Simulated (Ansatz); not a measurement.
# Decaying states in the gap of LiSnF3, part 2 of 2

A new crystal, LiSnF3: structure, gap and complex bands. It is built by putting F for Cl in the LiSnCl3 structure of space group R3c, with the volume rescaled by atomic radii. The parent structure comes from the Materials Project.

Ansatz 0.2.0; PBEsol DFT, plane waves, PAW files (the session's first sound run).

So far, gap on path (eV): step 3 (band edges) 3.66.

The structure was built from a prototype and need not be the compound's stable phase.

## 6. Complex bands, plane (101) (continued)

K parallel (0, 0); values up to 1.5 1/Å, a degenerate pair printed once or twice; energies at which all values exceed this have no row. Im kz of the slowest decaying states against energy, zero at the highest filled level on the SCF mesh:

| energy (eV) | decay 1 (Å⁻¹) | decay 2 (Å⁻¹) | decay 3 (Å⁻¹) | decay 4 (Å⁻¹) |
| --- | --- | --- | --- | --- |
| -1.00 | 0.145 | 0.564 | 0.596 | 0.738 |
| -0.67 | 0.616 | 0.636 | 0.792 | 0.795 |
| -0.45 | 0.644 | 0.659 | 0.817 | 0.831 |
| -0.12 | 0.172 | 0.680 | 0.689 | 0.855 |
| -0.01 | 0.212 | 0.691 | 0.698 | 0.869 |
| 0.10 | 0.242 | 0.701 | 0.706 | 0.887 |
| 0.43 | 0.306 | 0.727 | 0.729 | 0.913 |
| 0.65 | 0.335 | 0.743 | 0.743 | 0.927 |
| 0.98 | 0.366 | 0.761 | 0.763 | 0.949 |
| 1.20 | 0.381 | 0.772 | 0.775 | 0.963 |
| 1.53 | 0.397 | 0.786 | 0.791 | 0.976 |
| 1.86 | 0.406 | 0.799 | 0.805 | 0.969 |
| 2.08 | 0.409 | 0.807 | 0.814 | 0.969 |
| 2.41 | 0.408 | 0.819 | 0.825 | 0.969 |
| 2.63 | 0.405 | 0.826 | 0.833 | 0.968 |
| 2.96 | 0.396 | 0.837 | 0.843 | 0.966 |
| 3.18 | 0.386 | 0.845 | 0.850 | 0.964 |
| 3.51 | 0.366 | 0.859 | 0.861 | 0.930 |
| 3.73 | 0.347 | 0.869 | 0.869 | 0.896 |
| 4.06 | 0.311 | 0.840 | 0.883 | 0.889 |
| 4.28 | 0.278 | 0.798 | 0.893 | 0.905 |
| 4.61 | 0.204 | 0.725 | 0.886 | 0.913 |

K parallel (-0.5, 0); values up to 1.5 1/Å, a degenerate pair printed once or twice; energies at which all values exceed this have no row. Table of Im kz of the slowest decaying states by energy, zero at the highest filled level on the SCF mesh:

| energy (eV) | decay 1 (Å⁻¹) | decay 2 (Å⁻¹) | decay 3 (Å⁻¹) | decay 4 (Å⁻¹) |
| --- | --- | --- | --- | --- |
| -1.00 | 0.341 | 0.701 | 0.747 | 0.772 |
| -0.67 | 0.166 | 0.691 | 0.805 | 0.824 |
| -0.45 | 0.686 | 0.839 | 0.853 | 0.894 |
| -0.12 | 0.195 | 0.682 | 0.883 | 0.890 |
| -0.01 | 0.254 | 0.681 | 0.897 | 0.901 |
| 0.10 | 0.200 | 0.294 | 0.680 | 0.910 |
| 0.43 | 0.361 | 0.380 | 0.678 | 0.938 |
| 0.65 | 0.385 | 0.446 | 0.675 | 0.952 |
| 0.98 | 0.404 | 0.513 | 0.671 | 0.967 |
| 1.20 | 0.409 | 0.545 | 0.668 | 0.973 |
| 1.53 | 0.407 | 0.582 | 0.660 | 0.974 |
| 1.86 | 0.396 | 0.608 | 0.651 | 0.962 |
| 2.08 | 0.384 | 0.621 | 0.643 | 0.944 |
| 2.41 | 0.357 | 0.629 | 0.636 | 0.903 |
| 2.63 | 0.333 | 0.618 | 0.643 | 0.866 |
| 2.96 | 0.286 | 0.599 | 0.649 | 0.801 |
| 3.18 | 0.242 | 0.584 | 0.650 | 0.753 |
| 3.51 | 0.139 | 0.559 | 0.649 | 0.673 |
| 3.73 | 0.539 | 0.615 | 0.646 | 1.01 |
| 4.06 | 0.504 | 0.515 | 0.636 | 0.997 |
| 4.28 | 0.434 | 0.476 | 0.626 | 0.986 |
| 4.61 | 0.263 | 0.423 | 0.604 | 0.969 |

At the listed wavevectors the last open channel is at -0.01 eV and the next at +3.73 eV on the grid. At +1.86 eV, the grid energy nearest the filling level (the middle of the gap on the SCF mesh), the slowest state at the listed wavevectors decays with κ = 0.396 Å⁻¹, its amplitude falling by e over 2.5 Å; the first such run, plane (001), gave 0.406 Å⁻¹.

## 7. A repeat with changed settings

This step: PBEsol DFT, plane waves, PAW files; complex bands by layer matching along the plane's normal; changed: output.transmission.temperature = 0.5, scf.max_iter = 50 (Ansatz 0.2.0).

This run repeats an earlier one, its twin (the complex run, plane (001)), with two settings changed (scf.max_iter, output.transmission.temperature; files written aside). The setting was drawn as a possible misstep, on purpose. Where the input is shown as a difference, that is against the step before, not the twin.

Input file input.yaml:

```yaml
crystal:
  lattice:
    - [5.663936954, 0.0, 0.0]
    - [2.831968477, 4.905113288, 0.0]
    - [2.831968477, -1.635037763, 4.767236988]
  atoms:
    - { symbol: Li, position: [0.5962169056, 0.7018915472, 0.1056746416] }
    - { symbol: Li, position: [0.5962169056, 0.2018915472, 0.6056746416] }
    - { symbol: Sn, position: [0.022445096, 0.988777452, 0.966332356] }
    - { symbol: Sn, position: [0.022445096, 0.488777452, 0.466332356] }
    - { symbol: F, position: [0.1265056835, 0.9362896526, 0.2808376707] }
    - { symbol: F, position: [0.6563669932, 0.4073433542, 0.2808376707] }
    - { symbol: F, position: [0.6554519819, 0.9372046639, 0.2808376707] }
    - { symbol: F, position: [0.6563669932, 0.4362896526, 0.7808376707] }
    - { symbol: F, position: [0.6554519819, 0.9073433542, 0.7808376707] }
    - { symbol: F, position: [0.1265056835, 0.4372046639, 0.7808376707] }
kpoints:
  mp_grid: { grid: [6, 6, 6] }
scf:
  occupations: { method: fixed }
  max_iter: 50
hamiltonian:
  xc: pbesol
output:
  eigenvalues: true
  transmission:
    leads: [[0, 0]]
    kpoints: [[0.0, 0.0], [0.0, -0.5]]
    e_range: [-1.0, 4.66]
    de: 0.14
    temperature: 0.5
```

Run with:

```bash
$ ansatz run input.yaml --threads 2 --pin off --max-ram 4096MiB --backend cpu --events-out ev --progress --plain --runs-dir out
```

Run time: 0.17 s. Hardware: 2 threads of Arm Neoverse N1, shared host; peak memory 0.085 GiB.

The program refused the input before any cycle.

The program's message: “Error: invalid value for `output.transmission.temperature`: must be finite and ≥ 1.2; got 0.5 K”

The change that led to it: output.transmission.temperature = 0.5.

## 8. A repeat with changed settings

This step: PBEsol DFT, plane waves, PAW files; complex bands by layer matching along the plane's normal; changed: total_charge = -1 (Ansatz 0.2.0).

This run repeats an earlier one, its twin (the complex run, plane (001)), with one setting changed (total_charge; files written aside). It is meant to test what a charged cell does. Where the input is shown as a difference, that is against the step before, not the twin.

Changes to input.yaml since step 7:

```diff
@@ -20,3 +20,2 @@
   occupations: { method: fixed }
-  max_iter: 50
 hamiltonian:
@@ -30,2 +29,2 @@
     de: 0.14
-    temperature: 0.5
+total_charge: -1
```

Elapsed: 0.16 s, on 2 threads; peak memory 0.084 GiB.

The program refused the input before any cycle.

The program's message: “Error: inconsistent input (scf.occupations.method, magnetization): a σ = 0 step fill (method: fixed, or a smearing width below the step floor) cannot realise an odd electron count (77) without a locke …”

## 9. Outcome

* band gap: 3.66 eV
* least decay constant at mid-gap, normal to (001): 0.406 Å⁻¹
* least decay constant at mid-gap, normal to (101): 0.396 Å⁻¹
* least decay constant on a mesh, normal to (001): 0.405 Å⁻¹

What this shows: With PBEsol, the slowest decay at the wavevectors tried is κ = 0.396 Å⁻¹, normal to (101). Through such a film the transmission near mid-gap falls as exp(−2κd), a factor of ten every 2.9 Å. The directions tried decay at nearly the same rate. A free electron under a barrier of half the gap would need a mass of 0.33 mₑ to decay at this rate. The compound is made up by substitution; its stability against other phases and against distortions of the cell's symmetry was not tested. A semilocal functional narrows gaps, so real decay constants are likely larger.

[Logs are printed without paths, hosts, clocks, repeated set-up lines and the standing remarks that a program may print on its own settings, such as how far it seeks lower states.]

[Hosts, paths, dates, database ids (printed as entryN), source tags and the programs' standing remarks are cut or masked in the printed files.]
